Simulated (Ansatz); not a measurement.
Ta3N5 (Cmcm), computed twice by G0W0.

```yaml
crystal:
  lattice:
    - [1.94310, -5.10590, 0.00000]
    - [1.94310, 5.10590, 0.00000]
    - [0.00000, 0.00000, 10.26240]
  atoms:
    - { symbol: Ta, position: [0.80290, 0.19710, 0.25000] }
    - { symbol: Ta, position: [0.19710, 0.80290, 0.75000] }
    - { symbol: Ta, position: [0.86545, 0.13455, 0.55906] }
    - { symbol: Ta, position: [0.13455, 0.86545, 0.05906] }
    - { symbol: Ta, position: [0.13455, 0.86545, 0.44094] }
    - { symbol: Ta, position: [0.86545, 0.13455, 0.94094] }
    - { symbol: N, position: [0.23678, 0.76322, 0.25000] }
    - { symbol: N, position: [0.76322, 0.23678, 0.75000] }
    - { symbol: N, position: [0.95299, 0.04701, 0.11949] }
    - { symbol: N, position: [0.04701, 0.95299, 0.61949] }
    - { symbol: N, position: [0.04701, 0.95299, 0.88051] }
    - { symbol: N, position: [0.95299, 0.04701, 0.38051] }
    - { symbol: N, position: [0.69138, 0.30862, 0.07378] }
    - { symbol: N, position: [0.30862, 0.69138, 0.57378] }
    - { symbol: N, position: [0.30862, 0.69138, 0.92622] }
    - { symbol: N, position: [0.69138, 0.30862, 0.42622] }
```

The cell and positions come from the Crystallography Open Database and are kept as given unless a step says otherwise. Spin-orbit coupling is left out unless a run names it.

The first (Ansatz 0.2.0; start LDA, 4×4×2 mesh, 462 empty bands, screening to 100 eV, PAW set soft_1 files; 1 × NVIDIA H100 80GB HBM3 (shared by 6 runs) with 2 threads of AMD EPYC 7R13 (Zen 3), shared host) gave, on its mesh: starting gap 1.16 eV, G0W0 gap 1.77 eV, RPA ε∞ (mean) 11.99, 37 s.

The second changes mesh from 4×4×2 to 2×2×1. What does it give?

It gave: starting gap 1.14 eV, G0W0 gap 1.71 eV, RPA ε∞ (mean) 15.34, 9.4 s. The G0W0 gap moves by −0.06 eV, −0.01 eV from the start and −0.05 eV from the correction. Σc changes by +0.52 eV at the valence top and −0.47 eV at the conduction bottom, and Σx − Vxc between them by +0.94 eV.

Limits: not at the basis limit; no spin-orbit coupling; coarse k mesh.

[Paths, hosts, dates, memory and timing lines, banners, echoed tables and standing remarks are left out of the program output.]

[Logs are printed without paths, hosts, clocks, repeated set-up lines and the standing remarks that a program may print on its own settings, such as how far it seeks lower states.]

[Runs of the session that timed out or met a known fault of the program may be left out.]

[Cells called generated may have been cut or substituted from an entry of the Crystallography Open Database or the Materials Project.]

[Hosts, paths, dates, database ids (printed as entryN), source tags and the programs' standing remarks are cut or masked in the printed files.]
